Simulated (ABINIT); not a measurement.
# Quasiparticle gap of LiNbO3 (R3c) in ABINIT, part 3 of 3

How does a plane-wave GW calculation on LiNbO3 (R3c) run from the first input to the gap?

ABINIT 10.8.3; PBE and many-body steps on it, plane waves. Known limits of the many-body steps: not at the basis limit; no spin-orbit coupling.

So far. Step 4 (Empty states on the mesh, 4×4×4 mesh, 255 bands): On this mesh the gap is 3.616 eV. Step 5 (Screening, 4×4×4 mesh, 233 bands, screening to 130.6 eV): Local fields lower ε∞ by 11 %.

### 6. Self-energy, 4×4×4 mesh, 233 bands, screening to 130.6 eV

The self-energy is evaluated for the states that the input lists, and the levels follow from it, in one-shot runs by the linearised quasiparticle equation.

This step: G0W0 on PBE, plane waves, norm-conserving pseudopotentials.

The input, run.abi:

```
acell 3*1.0 Angstrom
rprim 
  2.575800000019 1.487138823389 4.623000000000
  -2.575800000018 1.487138823389 4.623000000000
  0.000000000000 -2.974277646779 4.623000000000
ntypat 3
znucl 3 41 8
natom 10
typat 1 1 2 2 3 3 3 3 3 3
xred 
  0.281500000000 0.281500000000 0.281500000000
  0.781500000000 0.781500000000 0.781500000000
  0.000055000000 0.000055000000 0.000055000000
  0.500055000000 0.500055000000 0.500055000000
  0.112310000000 0.358360000000 0.719590000000
  0.719590000000 0.112310000000 0.358360000000
  0.358360000000 0.719590000000 0.112310000000
  0.219590000000 0.858360000000 0.612310000000
  0.858360000000 0.612310000000 0.219590000000
  0.612310000000 0.219590000000 0.858360000000
pp_dirpath "pseudos"
pseudos "Li.upf, Nb.upf, O.upf"
ecut 37
ngkpt 4 4 4
nshiftk 1
shiftk 0 0 0
kptopt 1
chksymbreak 0
istwfk *1
occopt 1
irdwfk 1
optdriver 4
nband 233
gwcalctyp 0
ecutsigx 37
symsigma 1
nkptgw 2
kptgw 
  0.0000000000 0.0000000000 0.0000000000
  0.5000000000 0.2500000000 0.0000000000
bdgw 
  33 36
  33 36
ecuteps 4.8
irdscr 1
ppmodel 1
indata_prefix "in"
outdata_prefix "out"
tmpdata_prefix "tmp"
```

Run with:

```
> OMP_NUM_THREADS=1 mpirun -n 32 abinit run.abi > log
```

Numbers of over 12 decimals in the logs are rounded to 6 here.

Output:

```text
.Version 10.8.3 of ABINIT. v10.8.2 released Aug 2026.

 Symmetries : space group R3 c (#161); Bravais hR (rhombohedral)
[... echo of the input left out ...]
== DATASET  1 ==================================================================
-   mpi_nproc: 32, omp_nthreads: 1 (-1 if OMP is not activated)

--- !DatasetInfo
iteration_state: {dtset: 1, }
dimensions: {natom: 10, nkpt: 13, mband: 233, nsppol: 1, nspinor: 1, nspden: 1, mpw: 7739, }
cutoff_energies: {ecut:  37.0, pawecutdg:  -1.0, }
electrons: {nelect:   6.80000000E+01, charge:   0.00000000E+00, occopt:   1.00000000E+00, tsmear:   1.00000000E-02, }

 SIGMA: Calculation of the GW corrections

 Based on a program developped by R.W. Godby, V. Olevano, G. Onida, and L. Reining.
 Incorporated in ABINIT by V. Olevano, G.-M. Rignanese, and M. Torrent.
.Using double precision arithmetic ; gwpc =  8

[... cell and pseudopotentials left out ...]
--------------------------------------------------------------------------------

 ==== K-mesh for the wavefunctions ====
 Number of points in the irreducible wedge :    13
[... list of points left out ...]
 Together with  6 symmetry operations and time-reversal symmetry
 yields    64 points in the full Brillouin Zone.

 ==== Q-mesh for screening function ====
 Number of points in the irreducible wedge :    13
[... list of points left out ...]
 Together with  6 symmetry operations and time-reversal symmetry
 yields    64 points in the full Brillouin Zone.

 vcoul_init : cutoff-mode = AUXILIARY_FUNCTION
 q-points for optical limit:   1
     1)      0.000010    0.000020    0.000030
 setmesh: FFT mesh size selected  =    60x   60x   60
          total number of points  =       216000

 Number of electrons calculated from density =   68.0000; Expected =   68.0000
 average of density, n =  0.094836
 r_s =    1.3603
 omega_plasma =   29.7059 [eV]

 === KS Band Gaps ===
  >>>> For spin  1
   Minimum direct gap =   3.6183 [eV], located at k-point      :   0.0000  0.0000  0.0000
   Fundamental gap    =   3.6160 [eV], Top of valence bands at :   0.0000  0.0000  0.0000
                                       Bottom of conduction at :   0.5000  0.2500  0.0000
 SIGMA fundamental parameters:
 PLASMON POLE MODEL  1
 number of plane-waves for SigmaX                 7739
 number of plane-waves for SigmaC and W            339
 number of plane-waves for wavefunctions          7739
 number of bands                                   233
 number of independent spin polarizations            1
 number of spinorial components                      1
 number of k-points in IBZ                          13
 number of q-points in IBZ                          13
 number of symmetry operations                       6
 number of k-points in BZ                           64
 number of q-points in BZ                           64
 number of frequencies for dSigma/dE                 9
 frequency step for dSigma/dE [eV]                0.25
 number of omega for Sigma on real axis              0
 max omega for Sigma on real axis  [eV]           0.00
 zcut for avoiding poles [eV]                     0.10

 EPSILON^-1 parameters (SCR file):
 dimension of the eps^-1 matrix on file            339
 dimension of the eps^-1 matrix used               339
 number of plane-waves for wavefunctions          7739
 number of bands                                   233
 number of q-points in IBZ                          13
 number of frequencies                               2
 number of real frequencies                          1
 number of imag frequencies                          1

 matrix elements of self-energy operator (all in [eV])

 Perturbative Calculation

--- !SelfEnergy_ee
iteration_state: {dtset: 1, }
kpoint     : [   0.000,    0.000,    0.000, ]
spin       : 1
KS_gap     :    3.618
QP_gap     :    5.100
Delta_QP_KS:    1.482
data: !SigmaeeData |
     Band     E0 <VxcDFT>   SigX SigC(E0)      Z dSigC/dE  Sig(E)    E-E0       E
       33   4.475 -19.865 -24.865   4.706   0.774  -0.291 -20.093  -0.228   4.247
       34   4.475 -19.865 -24.865   4.706   0.774  -0.291 -20.093  -0.228   4.247
       35   8.093 -17.114 -11.382  -4.190   0.813  -0.230 -15.860   1.254   9.348
       36   8.093 -17.114 -11.382  -4.190   0.813  -0.230 -15.860   1.254   9.348

--- !SelfEnergy_ee
iteration_state: {dtset: 1, }
kpoint     : [   0.500,    0.250,    0.000, ]
spin       : 1
KS_gap     :    3.727
QP_gap     :    5.225
Delta_QP_KS:    1.499
data: !SigmaeeData |
     Band     E0 <VxcDFT>   SigX SigC(E0)      Z dSigC/dE  Sig(E)    E-E0       E
       33   4.173 -19.692 -24.669   4.625   0.776  -0.288 -19.966  -0.274   3.899
       34   4.364 -19.756 -24.822   4.731   0.775  -0.291 -20.015  -0.259   4.105
       35   8.091 -17.056 -11.284  -4.250   0.814  -0.228 -15.817   1.239   9.331
       36   8.569 -17.473 -11.697  -4.169   0.809  -0.236 -16.172   1.300   9.869

== END DATASET(S) ==============================================================
================================================================================

 -outvars: echo values of variables after computation  --------
           etotal      0.0000000000E+00
            nband         233
             nkpt          13
          spgroup         161
 [... the other variables as echoed above ...]

 Calculation completed.
```

Wall time 24 s (32 MPI ranks of Arm Neoverse V2, shared host); peak memory 11 GiB.

Numbers from this step:

| Item | Value |
| --- | --- |
| G0W0 gap on the points computed | 5.084 eV |
| starting gap on the mesh | 3.616 eV |
| k of the valence top | 0, 0, 0 |
| k of the conduction bottom | 0.5, 0.25, 0 |
| Z at the valence top | 0.774 |
| Z at the conduction bottom | 0.814 |
| least direct G0W0 gap on the computed points | 5.101 eV |

The gap on the mesh goes from 3.62 eV to 5.08 eV, a correction of +1.47 eV.

Limits: finite bands, cutoff and mesh; no spin-orbit coupling. v1 is the top filled band, c1 the lowest empty one. Levels before and after the correction, in eV, zero at the valence-band top of each column:

|  | conduction bottom | valence top |
| --- | --- | --- |
| Kohn-Sham | 3.62 | 0.00 |
| G0W0 | 5.08 | 0.00 |

|  | level | energy (eV) |
| --- | --- | --- |
| Kohn-Sham | Γ v2-v1 | 0.000 |
| Kohn-Sham | Γ c1-c2 | 3.618 |
| Kohn-Sham | (0.5 0.25 0) v2 | -0.303 |
| Kohn-Sham | (0.5 0.25 0) v1 | -0.111 |
| Kohn-Sham | (0.5 0.25 0) c1 | 3.616 |
| Kohn-Sham | (0.5 0.25 0) c2 | 4.093 |
| G0W0 | Γ v2-v1 | 0.000 |
| G0W0 | Γ c1-c2 | 5.101 |
| G0W0 | (0.5 0.25 0) v2 | -0.348 |
| G0W0 | (0.5 0.25 0) v1 | -0.142 |
| G0W0 | (0.5 0.25 0) c1 | 5.084 |
| G0W0 | (0.5 0.25 0) c2 | 5.622 |

### 7. Where the time went

Times are wall times on 32 MPI ranks of Arm Neoverse V2, shared host, good to a factor of about two.

| step | time | share | memory (GiB) |
| --- | --- | --- | --- |
| ground state | 39 s | 8 % | 3.6 |
| bands along the symmetry lines | 17 s | 3 % | 2.6 |
| empty states on the mesh | 2.4 min | 28 % | 3.1 |
| screening | 4.9 min | 57 % | 23 |
| self-energy | 24 s | 5 % | 11 |

### 8. Summary of results

```
PBE gap                              : 3.59 eV, indirect (only 33 meV under the direct gap)
G0W0 gap on the mesh                 : 5.08 eV
G0W0 gap over the zone (rigid shift) : 5.05 eV
GW settings                          : 4×4×4 mesh, 233 bands, screening to 130.6 eV, Godby-Needs plasmon pole
known limits                         : not at the basis limit; no spin-orbit coupling
```

In words: G0W0 moves the gap on the mesh from 3.62 eV to 5.08 eV (+1.47 eV), with Z of 0.77 and 0.81 at the edges. The mesh misses the band edges by 0.03 eV in all; a rigid shift gives 5.05 eV for the zone. Local fields lower the RPA ε∞ on this mesh from 5.62 to 5.03. Only 2 of the mesh's irreducible points were corrected, so a valley elsewhere could overtake. The dearest step here is «screening». Bands and cutoff are finite, so the gap is not at the basis limit. The miss can reach some tenths of an eV and take either sign; the mesh is an error of its own. In the G0W0 run levels were corrected at 2 k points alone, so a gap called «on the mesh» is the least over those, and an edge elsewhere would be missed. The many-body steps are scalar-relativistic: spin-orbit coupling is not in them.

[Paths, hosts, dates, memory and timing lines, banners, echoed tables and standing remarks are left out of the program output.]

[Logs are printed without paths, hosts, clocks, repeated set-up lines and the standing remarks that a program may print on its own settings, such as how far it seeks lower states.]

[Runs of the session that timed out or met a known fault of the program may be left out.]

[Hosts, paths, dates, database ids (printed as entryN), source tags and the programs' standing remarks are cut or masked in the printed files.]

[G0W0 gaps are taken among the corrected bands and points alone; a level outside them can change the order at an edge.]

[Where Ansatz stands beside ABINIT at settings called matched, ABINIT's density can come from a denser mesh and the files from another edition; pairs whose starting gaps differed by over 0.03 eV were left out, so agreement reads better than it is.]
